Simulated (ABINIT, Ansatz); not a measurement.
# SnSe2 (P-3m1): zone-centre phonons

Which modes does SnSe2 (P-3m1) have at the zone centre?

Program: ABINIT 10.8.3. Level of theory: DFT LDA, scalar-relativistic, plane waves, HGH norm-conserving pseudopotentials. Results are calculated unless marked as measured.

## 1. The starting structure

The structure is trigonal, space group P-3m1 (No. 164). The conventional cell has a = 3.807 Å, b = 3.807 Å, c = 5.867 Å, α = 90.00°, β = 90.00°, γ = 120.00°. Nearest to Sn lie 6 Se at 2.70 Å. Se has 3 Sn at 2.70 Å nearest. Farther neighbours and most contacts between anions are not listed.

## 2. Relaxation

The harmonic expansion starts where the forces on the atoms vanish, and stress shifts the frequencies, so cell and atoms are relaxed with tight thresholds.

The starting cell comes from a relaxation made beforehand in Ansatz (LDA, PseudoDojo NC).

The input, relax.abi:

```
# relaxation
ionmov 2
optcell 2
ecutsm 0.5
dilatmx 1.08
ntime 40
tolmxf 2.0d-06
tolvrs 1.0d-14
prtwf 0
prtden 0
chksymtnons 0

# basis, mesh and filling
ecut 20.0
ixc 7
ngkpt 9 9 6
nshiftk 1
shiftk 0.0 0.0 0.0
istwfk *1
occopt 7
tsmear 0.001
nband 14
nstep 100
diemac 9.0
prtebands 0
prtgsr 0
useylm 1

# cell and atoms
acell 3*1.0 Angstrom
rprim 
    3.806507736 0.0 0.0
    -1.903253868 3.296532399 0.0
    0.0 0.0 5.867186813
ntypat 2
znucl 50 34
natom 3
typat 1 2 2
xred 
    0.0 0.0 0.0
    1/3 2/3 0.2686968963
    2/3 1/3 0.7313031037
pp_dirpath "./pseudo"
pseudos "Sn.hgh, Se.hgh"
```

The run is started by

```
OMP_NUM_THREADS=1 mpirun -n 2 abinit relax.abi > relax.log
```

Numbers of over 12 decimals in the logs are rounded to 6 here.

relax.abo, the main output file:

```text
[banners, grids, parts of the stress and lines that vanish by symmetry left out]
- input  file    -> relax.abi
- output file    -> relax.abo
- root for input  files -> relaxi
[...]
Symmetries : space group P-3 m 1 (#164); Bravais hP (primitive hexag.)
[...]
mpw =        2700          nfft =       51200          nkpt =          62
[...]
== DATASET  1 ==================================================================
[...]
cutoff_energies: {ecut:  20.0, pawecutdg:  -1.0, }
[...]
Exchange-correlation functional for the present dataset will be:
  LDA: Perdew-Wang 92 LSD fit to Ceperley-Alder data - ixc=7
[...]
ETOT  1  -22.571100270269    -2.257E+01 2.254E-02 6.410E+01
 ETOT  2  -22.595093683637    -2.399E-02 6.069E-03 1.590E+01
 ETOT  3  -22.597121447356    -2.028E-03 1.166E-03 3.171E-01
 ETOT  4  -22.597181718436    -6.027E-05 3.460E-04 4.755E-02
 ETOT  5  -22.597185863785    -4.145E-06 8.537E-05 4.907E-04
[...]
At SCF step   11       vres2   =  3.82E-16 < tolvrs=  1.00E-14 =>converged.
[...]
sigma(1 1)=  2.15519068E-05  sigma(3 2)=  0.00000000E+00
  sigma(2 2)=  2.15519069E-05  sigma(3 1)=  0.00000000E+00
  sigma(3 3)=  2.23113989E-05  sigma(2 1)=  0.00000000E+00
[...]
convergence: {deltae:  2.487E-14, res2:  3.816E-16, residm:  4.816E-06, diffor: null, }
etotal    :  -2.25971859E+01
[...]
ETOT  1  -22.597202624797    -2.260E+01 6.049E-03 7.834E-02
[...]
At SCF step    9       vres2   =  5.47E-16 < tolvrs=  1.00E-14 =>converged.
[...]
sigma(1 1)=  1.62533506E-05  sigma(3 2)=  0.00000000E+00
  sigma(2 2)=  1.62533507E-05  sigma(3 1)=  0.00000000E+00
  sigma(3 3)=  1.54459150E-05  sigma(2 1)=  0.00000000E+00
[...]
convergence: {deltae: -7.105E-14, res2:  5.466E-16, residm:  1.477E-05, diffor: null, }
etotal    :  -2.25972110E+01
[...]
ETOT  1  -22.597169160018    -2.260E+01 1.895E-02 6.808E-01
[...]
At SCF step    9       vres2   =  3.63E-15 < tolvrs=  1.00E-14 =>converged.
[...]
sigma(1 1)=  6.65518050E-07  sigma(3 2)=  0.00000000E+00
  sigma(2 2)=  6.65518190E-07  sigma(3 1)=  0.00000000E+00
  sigma(3 3)= -4.26065768E-06  sigma(2 1)=  0.00000000E+00
[...]
convergence: {deltae: -8.527E-14, res2:  3.634E-15, residm:  1.822E-06, diffor: null, }
etotal    :  -2.25972409E+01
[...]
ETOT  1  -22.597241157890    -2.260E+01 5.810E-08 2.244E-04
[...]
At SCF step    8       vres2   =  7.80E-16 < tolvrs=  1.00E-14 =>converged.
[...]
sigma(1 1)=  8.34792797E-07  sigma(3 2)=  0.00000000E+00
  sigma(2 2)=  8.34792937E-07  sigma(3 1)=  0.00000000E+00
  sigma(3 3)= -3.81122783E-06  sigma(2 1)=  0.00000000E+00
[...]
convergence: {deltae:  1.279E-13, res2:  7.802E-16, residm:  6.990E-10, diffor: null, }
etotal    :  -2.25972412E+01
[...]
ETOT  1  -22.597221464500    -2.260E+01 1.313E-04 1.969E-01
[...]
sigma(1 1)=  1.03567057E-06  sigma(3 2)=  0.00000000E+00
  sigma(2 2)=  1.03567071E-06  sigma(3 1)=  0.00000000E+00
[...]
convergence: {deltae:  5.684E-14, res2:  1.308E-15, residm:  1.996E-09, diffor: null, }
etotal    :  -2.25972451E+01
[...]
ETOT  1  -22.597233433720    -2.260E+01 1.101E-02 1.198E-01
[...]
convergence: {deltae:  3.197E-14, res2:  7.303E-16, residm:  1.991E-10, diffor: null, }
etotal    :  -2.25972464E+01
[...]
ETOT  1  -22.597238614733    -2.260E+01 1.284E-05 8.002E-02
[...]
convergence: {deltae: -2.487E-14, res2:  3.287E-16, residm:  1.518E-10, diffor: null, }
etotal    :  -2.25972470E+01
[...]
ETOT  1  -22.597244201382    -2.260E+01 2.459E-07 3.051E-02
[...]
convergence: {deltae: -3.553E-14, res2:  9.747E-15, residm:  7.791E-09, diffor: null, }
etotal    :  -2.25972475E+01
[...]
ETOT  1  -22.597241373115    -2.260E+01 7.306E-07 6.020E-02
[...]
convergence: {deltae: -9.592E-14, res2:  3.162E-16, residm:  4.859E-09, diffor: null, }
etotal    :  -2.25972482E+01
[...]
ETOT  1  -22.597245687362    -2.260E+01 3.961E-07 2.334E-02
[...]
convergence: {deltae:  9.948E-14, res2:  1.496E-16, residm:  2.523E-08, diffor: null, }
etotal    :  -2.25972487E+01
[...]
ETOT  1  -22.597248610609    -2.260E+01 6.712E-08 1.406E-03
[...]
convergence: {deltae: -2.842E-14, res2:  5.221E-15, residm:  1.633E-08, diffor: null, }
etotal    :  -2.25972489E+01
[...]
ETOT  1  -22.597248887628    -2.260E+01 1.737E-08 7.888E-04
[...]
At SCF step    8       vres2   =  5.88E-16 < tolvrs=  1.00E-14 =>converged.
[...]
sigma(2 2)= -3.23693659E-08  sigma(3 1)=  0.00000000E+00
  sigma(3 3)= -8.16379558E-08  sigma(2 1)=  0.00000000E+00
[...]
convergence: {deltae: -2.061E-13, res2:  5.877E-16, residm:  5.323E-10, diffor: null, }
etotal    :  -2.25972490E+01
[...]
ETOT  1  -22.597248949832    -2.260E+01 2.766E-07 1.496E-04
[...]
ETOT  6  -22.597248966610    -1.137E-13 1.753E-10 7.515E-13
 ETOT  7  -22.597248966610     1.137E-13 1.619E-10 8.790E-15
 At SCF step    7       vres2   =  8.79E-15 < tolvrs=  1.00E-14 =>converged.
[...]
sigma(1 1)=  3.55917960E-09  sigma(3 2)=  0.00000000E+00
  sigma(2 2)=  3.55931820E-09  sigma(3 1)=  0.00000000E+00
  sigma(3 3)= -2.01279059E-09  sigma(2 1)=  0.00000000E+00
[...]
convergence: {deltae:  1.137E-13, res2:  8.790E-15, residm:  1.619E-10, diffor: null, }
etotal    :  -2.25972490E+01
[...]
At Broyd/MD step  13, gradients are converged :
[...]
sigma(1 1)=  3.55917960E-09  sigma(3 2)=  0.00000000E+00
  sigma(2 2)=  3.55931820E-09  sigma(3 1)=  0.00000000E+00
  sigma(3 3)= -2.01279059E-09  sigma(2 1)=  0.00000000E+00
[...]
- sigma(1 1)=  1.04714679E-04  sigma(3 2)=  0.00000000E+00
- sigma(2 2)=  1.04718757E-04  sigma(3 1)=  0.00000000E+00
- sigma(3 3)= -5.92183437E-05  sigma(2 1)=  0.00000000E+00
[...]
fcart      2.5040903075E-29  1.4457372132E-29 -0.0000000000E+00
           strten      3.5591796025E-09  3.5593182009E-09 -2.0127905922E-09
================================================================================

[key lines of the parts left out:]
pressure_GPa:  -5.0072E-05
Total energy (etotal) [Ha]= -2.25972489666098E+01
```

Elapsed: 4.3 min, on 2 MPI ranks of AMD EPYC 9R45, shared host; 7.9 min of CPU time.

Step by step:

```
step  energy less that of the first step (eV)  largest force (eV/Å)  volume (Å³)
   1                                   0.0000                0.0999        73.62
   2                                  -0.0007                0.0758        73.48
   3                                  -0.0015                0.0070        73.07
   4                                  -0.0015                0.0083        73.08
   5                                  -0.0016                0.0200        73.19
   6                                  -0.0016                0.0191        73.21
   7                                  -0.0017                0.0143        73.22
   8                                  -0.0017                0.0097        73.23
   9                                  -0.0017                0.0023        73.27
  10                                  -0.0017                0.0021        73.33
  11                                  -0.0017                0.0018        73.37
  12                                  -0.0017                0.0004        73.38
  13                                  -0.0017                0.0000        73.38
```

```
conventional cell, symmetrised  before  after  change
                         a (Å)   3.807  3.793  -0.3 %
                         b (Å)   3.807  3.793  -0.3 %
                         c (Å)   5.867  5.888  +0.4 %
              volume (Å³/atom)   24.54  24.46  -0.3 %
```

The atoms that moved most (Å, as changes of fractional coordinates times the final cell):

```
atom     dx     dy      dz  length
 Se2  0.000  0.000  -0.012   0.012
 Se3  0.000  0.000   0.012   0.012
```

Final coordinates:

```xyz
3
Lattice="3.7935 0.0000 0.0000 -1.8967 3.2853 0.0000 0.0000 0.0000 5.8880" Properties=species:S:1:pos:R:3 pbc="T T T"
Sn    0.0000    0.0000    0.0000
Se    0.0000    2.1902    1.5697
Se    1.8967    1.0951    4.3182
```

Read from the output:

```yaml
volume_per_atom: 24.46 Å³
pressure: -5.01e-5 GPa
gap_on_the_k_mesh: 0.2033 eV
```

The volume changes by -0.3 % from the cell with which this run began.

## 3. Self-consistent run for the response

First-order wavefunctions inherit every error of the ground state, hence the very tight tolvrs. Occupations are smeared.

The input, gs.abi:

```
# ground state
tolvrs 1.0d-16
prtden 1
prtwf 1

# basis, mesh and filling
ecut 20.0
ixc 7
ngkpt 9 9 6
nshiftk 1
shiftk 0.0 0.0 0.0
istwfk *1
occopt 7
tsmear 0.001
nband 14
nstep 100
diemac 9.0
prtebands 0
prtgsr 0
useylm 1

# cell and atoms
acell 3*1.0 Angstrom
rprim 
    3.793490687 0.0 0.0
    -1.896745343 3.285259304 0.0
    0.0 0.0 5.887951904
ntypat 2
znucl 50 34
natom 3
typat 1 2 2
xred 
    0.0 0.0 0.0
    1/3 2/3 0.2665995335
    2/3 1/3 0.7334004665
pp_dirpath "./pseudo"
pseudos "Sn.hgh, Se.hgh"
```

The run is started by

```
OMP_NUM_THREADS=1 mpirun -n 2 abinit gs.abi > gs.log
```

gs.abo, the main output file:

```text
[banners, grids, parts of the stress and lines that vanish by symmetry left out]
- input  file    -> gs.abi
- output file    -> gs.abo
- root for input  files -> gsi
[...]
Symmetries : space group P-3 m 1 (#164); Bravais hP (primitive hexag.)
[...]
mpw =        2141          nfft =       43200          nkpt =          62
[...]
== DATASET  1 ==================================================================
[...]
cutoff_energies: {ecut:  20.0, pawecutdg:  -1.0, }
[...]
Exchange-correlation functional for the present dataset will be:
  LDA: Perdew-Wang 92 LSD fit to Ceperley-Alder data - ixc=7
[...]
ETOT  1  -22.572674333198    -2.257E+01 3.245E-02 5.317E+01
 ETOT  2  -22.595589049242    -2.291E-02 1.088E-03 1.304E+01
 ETOT  3  -22.597536520948    -1.947E-03 7.828E-04 2.617E-01
 ETOT  4  -22.597595396843    -5.888E-05 2.505E-04 4.129E-02
 ETOT  5  -22.597599606604    -4.210E-06 1.214E-04 4.171E-04
[...]
ETOT 11  -22.597599681963     8.882E-14 3.285E-05 4.664E-16
 ETOT 12  -22.597599681963     4.619E-14 3.940E-05 2.881E-18
 At SCF step   12       vres2   =  2.88E-18 < tolvrs=  1.00E-16 =>converged.
[...]
sigma(1 1)=  4.00181711E-05  sigma(3 2)=  0.00000000E+00
  sigma(2 2)=  4.00181710E-05  sigma(3 1)=  0.00000000E+00
  sigma(3 3)=  4.07447883E-05  sigma(2 1)= -4.51897575E-13
[...]
convergence: {deltae:  4.619E-14, res2:  2.881E-18, residm:  3.940E-05, diffor: null, }
etotal    :  -2.25975997E+01
[...]
sigma(1 1)=  4.00181711E-05  sigma(3 2)=  0.00000000E+00
  sigma(2 2)=  4.00181710E-05  sigma(3 1)=  0.00000000E+00
  sigma(3 3)=  4.07447883E-05  sigma(2 1)= -4.51897575E-13
[...]
- sigma(1 1)=  1.17737524E+00  sigma(3 2)=  0.00000000E+00
- sigma(2 2)=  1.17737524E+00  sigma(3 1)=  0.00000000E+00
- sigma(3 3)=  1.19875306E+00  sigma(2 1)= -1.32952857E-08
[...]
fcart     -0.0000000000E+00 -0.0000000000E+00 -8.8232598672E-24
           strten      4.0018171089E-05  4.0018171020E-05  4.0744788305E-05
================================================================================

[key lines of the parts left out:]
pressure_GPa:  -1.1845E+00
```

The job ended after 28 s (2 MPI ranks; 45 s of CPU time).

Numbers from this step:

```yaml
pressure: -1.185 GPa
gap_on_the_k_mesh: 0.2041 eV
```

The cell stands at -1.2 GPa: the relaxation ran with a smoothed cutoff, and the difference is a stress of the finite basis.

(Continued in part 2 of 3.)

[Host names and launcher messages were left out of these logs when they were recorded.]

[Logs are printed without paths, hosts, clocks, repeated set-up lines and the standing remarks that a program may print on its own settings, such as how far it seeks lower states.]

[Hosts, paths, dates, database ids (printed as entryN), source tags and the programs' standing remarks are cut or masked in the printed files.]
